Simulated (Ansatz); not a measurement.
**What InB2 (built on the sites of a database entry of YAl2) distorts into**

Aim: this structure of InB2 (built on the sites of a database entry of YAl2) is to be tested for unstable modes, and one is followed downhill.

Main program and level: Ansatz 0.2.0; DFT PBEsol, scalar-relativistic, plane waves, norm-conserving pseudopotentials.

This is a report of a sequence of runs, with most program output left out.

The structure was built from a prototype and need not be the compound's stable phase.

## (1) Starting point

The structure is cubic, space group Fd-3m (No. 227). Conventional cell: a = 6.593 Å, b = 6.593 Å, c = 6.593 Å, α = 90.00°, β = 90.00°, γ = 90.00°. Nearest to In lie 12 B at 2.73 Å and 4 In at 2.85 Å. Nearest to B lie 6 B at 2.33 Å and 6 In at 2.73 Å. Farther neighbours are not listed.

## (2) Zone-centre response

The cell comes from relaxations at this level that are not shown. The zone centre is the only wavevector solved here; it holds the modes that light can see, as far as symmetry allows. No field response is asked, since the mesh shows no gap.

Contents of input.yaml:

```yaml
crystal:
  lattice:
    - [0.0, 3.296251107, 3.296251107]
    - [3.296251107, 0.0, 3.296251107]
    - [3.296251107, 3.296251107, 0.0]
  atoms:
    - { symbol: In, position: [0.75, 0.75, 0.75] }
    - { symbol: In, position: [0.5, 0.5, 0.5] }
    - { symbol: B, position: [0.125, 0.625, 0.125] }
    - { symbol: B, position: [0.125, 0.125, 0.625] }
    - { symbol: B, position: [0.625, 0.125, 0.125] }
    - { symbol: B, position: [0.125, 0.125, 0.125] }
kpoints:
  mp_grid: { grid: [12, 12, 12] }
hamiltonian:
  xc: pbesol
  pseudopotentials: { kind: nc }
scf:
  occupations: { method: methfessel_paxton, width: 0.2 }
output:
  eigenvalues: true
phonons:
  method: dfpt
```

Started as:

```sh
ansatz run input.yaml --threads 8 --pin off --max-ram 14336MiB --backend cpu --events-out ev --progress --plain --runs-dir out
```

It took 65 s on 8 threads of Intel Xeon Platinum 8488C (Sapphire Rapids), shared host; peak memory 7.8 GiB.

This step gave:

| Quantity | Value |
| --- | --- |
| volume per atom | 11.94 Å³ |
| gap on the k-mesh | 0 eV |
| sum-rule residual before enforcement | 8.24e-5 eV/Å² |
| point group | m-3m |
| highest optical mode at the zone centre (no LO-TO term) | 230.2 cm⁻¹ |
| lowest optical zone-centre mode | -512.4 cm⁻¹ |

Patterns of degenerate modes are one choice out of their space. The modes at Γ (shares of kinetic energy by element, %) (negative means imaginary):

```tsv
mode	frequency (cm⁻¹)	symmetry	In %	B %
1	-512.4	T1u	1	99
2	-512.4	T1u	1	99
3	-512.4	T1u	1	99
4	-503.1	A2u	0	100
5	-271.7	Eu	0	100
6	-271.7	Eu	0	100
7	0.0	acoustic	84	16
8	0.0	acoustic	84	16
9	0.0	acoustic	84	16
10	157.6	T2g	100	0
11	157.6	T2g	100	0
12	157.6	T2g	100	0
13	208.7	T1u	15	85
14	208.7	T1u	15	85
15	208.7	T1u	15	85
16	230.2	T2u	0	100
17	230.2	T2u	0	100
18	230.2	T2u	0	100
```

Displacements in mode 1 (-512.4 cm⁻¹), the largest set to 1:
```
In1  0.00 -0.05  0.01
In2  0.00 -0.05  0.01
B3  -1.00  0.46 -0.85
B4   1.00  0.46 -0.85
B5  -0.56  0.02  0.71
B6   0.56  0.02  0.71
```

Displacements in mode 6 (-271.7 cm⁻¹), the largest set to 1:
```
In1  0.00  0.00  0.00
In2  0.00  0.00  0.00
B3  -0.46  0.54  1.00
B4  -0.46 -0.54 -1.00
B5   0.46 -0.54  1.00
B6   0.46  0.54 -1.00
```

Before it was imposed, the acoustic sum rule was missed by 8.2e-5 eV/Å². Small misses are needed for a sound result but don't prove that mesh and cutoff are converged. The lowest optical mode is imaginary, 512.4i cm⁻¹, so the energy falls along it.

## (3) The mode frozen in, largest atomic shift 0 Å

The mode followed lies at Γ with frequency 503.1i cm⁻¹, one of the unstable modes though not the softest. At small amplitude the distorted cell has space group no. 216 by a symmetry search on the positions. The undistorted cell that holds it gives the zero of energy on the same k mesh.

input.yaml, as its differences from that of step 2:

```diff
@@ -20,4 +20,4 @@
 output:
+  forces: true
+  stress: true
   eigenvalues: true
-phonons:
-  method: dfpt
```

It took 1.7 s on 8 threads; peak memory 0.87 GiB; 12 s of CPU time.

Numbers from this step:

* pressure: -2.16e-4 GPa
* energy from the undistorted cell: 0 meV/atom

The run ends at a pressure of 0.00 GPa.

## (4) The mode frozen in, largest atomic shift 0.32 Å

The atoms are moved along the unstable eigenvector, the largest shift by 0.32 Å, with the cell fixed.

input.yaml, the sections that differ from step 3:

```yaml
crystal:
  lattice:
    - [0.0, 3.296251107, 3.296251107]
    - [3.296251107, 0.0, 3.296251107]
    - [3.296251107, 3.296251107, 0.0]
  atoms:
    - { symbol: In, position: [0.75, 0.75, 0.75] }
    - { symbol: In, position: [0.5, 0.5, 0.5] }
    - { symbol: B, position: [0.153024577, 0.5409262689, 0.153024577] }
    - { symbol: B, position: [0.153024577, 0.153024577, 0.5409262689] }
    - { symbol: B, position: [0.5409262689, 0.153024577, 0.153024577] }
    - { symbol: B, position: [0.153024577, 0.153024577, 0.153024577] }
# kpoints, hamiltonian, scf, output: as in step 3
```

Wall time 2.7 s (8 threads); peak memory 0.81 GiB.

This step gave:

| Quantity | Value |
| --- | --- |
| pressure | 6.655 GPa |
| energy from the undistorted cell | -194.9 meV/atom |

The energy, extrapolated to zero smearing, is -194.86 meV/atom against the undistorted cell.

The run ends at a pressure of 6.66 GPa, with forces up to 0.33 eV/Å.

## (5) Energy along the mode, all amplitudes (two of the runs are shown above)

An imaginary frequency means negative curvature, so the energy should fall and then rise again as anharmonic terms take over.

This step gave:

```yaml
depth_at_the_lowest_point_sampled: 194.9 meV/atom
largest_atomic_shift_at_that_point: 0.32 Å
```

Energy from the parent against largest atomic shift:

```tsv
largest atomic shift (Å)	energy from the parent (meV/atom)
0.000	0
0.040	-5.32
0.080	-20.9
0.140	-60.4
0.220	-129
0.320	-195
0.450	-41.2
0.600	1116
```

Displacement at unit largest shift by atom:

```tsv
atom	x (Å)	y (Å)	z (Å)	size
In1	0.000	0.000	0.000	0.000
In2	0.000	0.000	0.000	0.000
B3	-0.577	0.577	-0.577	0.999
B4	-0.577	-0.577	0.577	0.999
B5	0.577	-0.577	-0.577	0.999
B6	0.577	0.577	0.577	0.999
```

The lowest of the steps tried is at 0.32 Å, 195 meV/atom below the parent; the bottom of the well need not coincide with a step.

## (6) Relaxation from the frozen mode

Starting from the lowest point found, all atoms and the cell are let go, so that strain and other modes of the same symmetry can join in.

input.yaml, as its differences from that of step 4:

```diff
@@ -23 +23,6 @@
   eigenvalues: true
+relax:
+  adjacent_minimum: "off"
+  f_tol: 0.002
+  max_steps: 120
+  cell: { stress_tol: 0.03 }
```

The job ended after 26 s (8 threads; peak memory 1 GiB; 3.3 min of CPU time).

Relaxation path:

```tsv
step	energy less that of the first step (eV)	largest force component (eV/Å)	pressure (GPa)	volume (Å³)
1	0.0000	0.1927	6.66	71.63
2	-0.0988	0.1828	-4.36	82.66
3	-0.1539	0.0635	-1.01	79.04
4	-0.1566	0.0072	0.06	78.17
5	-0.1567	0.0004	0.01	78.28
6*	-0.1587	0.0005	0.04	78.28
7	-0.1587	0.0000	0.00	78.32
8*	-0.1587	0.0000	0.00	78.32
```

Relaxation steps marked * repeat the geometry before them on a plane-wave basis chosen anew for their cell, so energy and pressure can jump there.

Forces are held to the 24 operations that the run works with; a distortion that breaks them can't arise in this run.

```tsv
conventional cell, symmetrised	before	after	change
a (Å)	6.593	6.792	+3.0 %
b (Å)	6.593	6.792	+3.0 %
c (Å)	6.593	6.792	+3.0 %
volume (Å³/atom)	11.94	13.05	+9.3 %
```

The atoms that moved most (Å, as changes of fractional coordinates times the final cell):

```tsv
atom	dx	dy	dz	length
B4	-0.029	-0.029	0.029	0.051
B6	0.029	0.029	0.029	0.051
B5	0.029	-0.029	-0.029	0.051
B3	-0.029	0.029	-0.029	0.051
```

Numbers from this step:

- pressure: 2.11e-4 GPa
- volume per atom: 13.05 Å³

The distorted start has space group F-43m; the relaxation ends in F-43m.

## (7) The new phase in its own primitive cell

The relaxed structure is symmetrised, reduced to its primitive cell and relaxed tightly, as its phonons need.

input.yaml, the sections that differ from step 6:

```yaml
crystal:
  lattice:
    - [0.0, 3.395852427, 3.395852427]
    - [3.395852427, 0.0, 3.395852427]
    - [3.395852427, 3.395852427, 0.0]
  atoms:
    - { symbol: In, position: [0.25, 0.25, 0.25] }
    - { symbol: In, position: [0.5, 0.5, 0.5] }
    - { symbol: B, position: [0.4720327255, 0.8426557582, 0.8426557582] }
    - { symbol: B, position: [0.8426557582, 0.8426557582, 0.8426557582] }
    - { symbol: B, position: [0.8426557582, 0.8426557582, 0.4720327255] }
    - { symbol: B, position: [0.8426557582, 0.4720327255, 0.8426557582] }
kpoints:
  mp_grid: { grid: [10, 10, 10] }
relax:
  adjacent_minimum: "off"
  f_tol: 0.001
  max_steps: 60
  cell: { stress_tol: 0.01 }
# hamiltonian, scf, output: as in step 6
```

Wall time 13 s (8 threads); peak memory 0.89 GiB; 1.7 min of CPU time.

The steps of the relaxation:

```tsv
step	energy less that of the first step (eV)	largest force component (eV/Å)	pressure (GPa)	volume (Å³)
1	0.0000	0.0210	-0.11	78.32
2	-0.0001	0.0156	0.32	77.83
3	-0.0003	0.0074	0.04	78.08
4	-0.0003	0.0015	0.00	78.09
5	-0.0003	0.0000	0.00	78.08
6*	-0.0003	0.0000	0.00	78.08
```

Relaxation steps marked * repeat the geometry before them on a plane-wave basis chosen anew for their cell, so energy and pressure can jump there.

Forces are held to the 24 operations that the run works with; a distortion that breaks them can't arise in this run.

```tsv
conventional cell, symmetrised	before	after	change
a (Å)	6.792	6.785	-0.1 %
b (Å)	6.792	6.785	-0.1 %
c (Å)	6.792	6.785	-0.1 %
volume (Å³/atom)	13.05	13.01	-0.3 %
```

The relaxed structure:

```cif
data_structure
_symmetry_space_group_name_H-M 'P 1'
_symmetry_Int_Tables_number 1
_cell_length_a 4.7976
_cell_length_b 4.7976
_cell_length_c 4.7976
_cell_angle_alpha 60.000
_cell_angle_beta 60.000
_cell_angle_gamma 60.000
_cell_volume 78.08
loop_
_atom_site_label
_atom_site_type_symbol
_atom_site_fract_x
_atom_site_fract_y
_atom_site_fract_z
_atom_site_occupancy
In1 In 0.25000 0.25000 0.25000 1
In2 In 0.50000 0.50000 0.50000 1
B3 B 0.47137 0.84288 0.84288 1
B4 B 0.84288 0.84288 0.84288 1
B5 B 0.84288 0.84288 0.47137 1
B6 B 0.84288 0.47137 0.84288 1
```

This step gave:

| Quantity | Value |
| --- | --- |
| pressure | -8.32e-4 GPa |
| volume per atom | 13.01 Å³ |

The largest force component left is 0.012 meV/Å and the pressure is -0.001 GPa, within the tolerances set. The cell now holds 13.01 Å³/atom.

## (8) Modes of the new phase, k-mesh 10×10×10

A relaxed structure may still be a saddle point, so its zone-centre modes are computed. No field response is asked, since the mesh shows no gap.

input.yaml, the sections that differ from step 7:

```yaml
crystal:
  lattice:
    - [0.0, 3.3923986975, 3.3923986975]
    - [3.3923986975, 0.0, 3.3923986975]
    - [3.3923986975, 3.3923986975, 0.0]
  atoms:
    - { symbol: In, position: [0.25, 0.25, 0.25] }
    - { symbol: In, position: [0.5, 0.5, 0.5] }
    - { symbol: B, position: [0.4713718234, 0.8428760589, 0.8428760589] }
    - { symbol: B, position: [0.8428760589, 0.8428760589, 0.8428760589] }
    - { symbol: B, position: [0.8428760589, 0.8428760589, 0.4713718234] }
    - { symbol: B, position: [0.8428760589, 0.4713718234, 0.8428760589] }
output:
  eigenvalues: true
phonons:
  method: dfpt
# kpoints, hamiltonian, scf: as in step 7
# relax: removed
```

It took 70 s on 8 threads; peak memory 5.4 GiB.

Numbers from this step:

| Quantity | Value |
| --- | --- |
| sum-rule residual before enforcement | 6.16e-5 eV/Å² |
| point group | -43m |
| highest optical mode at the zone centre (no LO-TO term) | 793.4 cm⁻¹ |
| lowest optical zone-centre mode | -292.2 cm⁻¹ |

Patterns of degenerate modes are one choice out of their space. The modes at Γ (shares of kinetic energy by element, %) (negative means imaginary):

```tsv
mode	frequency (cm⁻¹)	symmetry	In %	B %
1	-292.2	T1	0	100
2	-292.2	T1	0	100
3	-292.2	T1	0	100
4	-100.3	T2	16	84
5	-100.3	T2	16	84
6	-100.3	T2	16	84
7	0.0	acoustic	84	16
8	0.0	acoustic	84	16
9	0.0	acoustic	84	16
10	125.5	T2	99	1
11	125.5	T2	99	1
12	125.5	T2	99	1
13	237.3	E	0	100
14	237.3	E	0	100
15	410.7	T2	2	98
16	410.7	T2	2	98
17	410.7	T2	2	98
18	793.4	A1	0	100
```

Displacements in mode 2 (-292.2 cm⁻¹), the largest set to 1:
```
In1  0.00  0.00  0.00
In2  0.00  0.00  0.00
B3  -1.00 -0.90 -0.10
B4   1.00 -0.21 -0.79
B5  -0.11  0.90  0.79
B6   0.11  0.21  0.10
```

Displacements in mode 14 (237.3 cm⁻¹), the largest set to 1:
```
In1  0.00  0.00  0.00
In2  0.00  0.00  0.00
B3   1.00  0.21  0.79
B4   1.00 -0.21 -0.79
B5  -1.00  0.21 -0.79
B6  -1.00 -0.21  0.79
```

Before it was imposed, the acoustic sum rule was missed by 6.2e-5 eV/Å². Small misses are needed for a sound result but don't prove that mesh and cutoff are converged. The lowest optical mode is imaginary, 292.2i cm⁻¹, so the energy falls along it.

## (9) The phases reached

The phases reached along the modes that were followed are set side by side.

Energies are those of the first relaxation, on the mesh of the frozen mode; space group, volume and gap are those of the last relaxation. Phases, by row:

```tsv
mode frozen in	space group	energy from parent (meV/atom)	volume (Å³/atom)	gap on mesh (eV)	lowest zone-centre optical mode (cm⁻¹)	largest shift (Å)
parent	Fd-3m	0	11.94	0	–	–
q = (0, 0, 0), 512i cm⁻¹	I4_1md	-429.4	12.32	0	-419.7	0.459
q = (0, 0, 0), 512i cm⁻¹	R3m	-1142	15.01	0	47.9	2.092
q = (0, 0, 0), 512i cm⁻¹	P4/mmm	-1147	13.65	0	-28.3	1.529
q = (0, 0, 0), 503i cm⁻¹	F-43m	-221.5	13.01	0	-292.2	0.38
```

## (10) Results

```yaml
unstable_mode_of_the_parent: q = (0, 0, 0), 503i cm⁻¹
depth_at_the_lowest_point_sampled: 195 meV/atom
largest_atomic_shift_at_that_point: 0.32 Å
space_group_reached_within_0p01_a: F-43m
energy_gained_over_the_parent_first_relaxation_on_the_mesh_of_the_frozen_mode: 222 meV/atom
volume_per_atom_phase_reached: 13.0 Å³
lowest_optical_zone_centre_mode_phase_reached: -292 cm⁻¹
highest_optical_mode_at_the_zone_centre_no_lo_to_term_phase_reached: 793 cm⁻¹
```

**Reading.** Along this mode the structure falls into F-43m, 222 meV/atom below the parent. At the parent's cell the well is 194.9 meV/atom deep on the steps tried, with its lowest point at a shift of 0.32 Å. Relaxing atoms and cell changes the gain by +26.68 meV/atom against the lowest step (energies at zero smearing). The new phase still has an imaginary mode at the zone centre of its cell, so it is a saddle point on the way to a lower structure. Of the 4 patterns followed to their end from this parent, this one ends 925 meV/atom above the lowest, P4/mmm. Each path keeps the symmetry of its pattern, so a lower phase may lie along a pattern not tried. With no gap, or one that is small against the smearing, the frequencies hang on the k mesh and the smearing, most of all near Kohn anomalies. The starting cell was built on a prototype and not taken from a measurement, so the phase need not exist.

[Logs are printed without paths, hosts, clocks, repeated set-up lines and the standing remarks that a program may print on its own settings, such as how far it seeks lower states.]

[Hosts, paths, dates, database ids (printed as entryN), source tags and the programs' standing remarks are cut or masked in the printed files.]
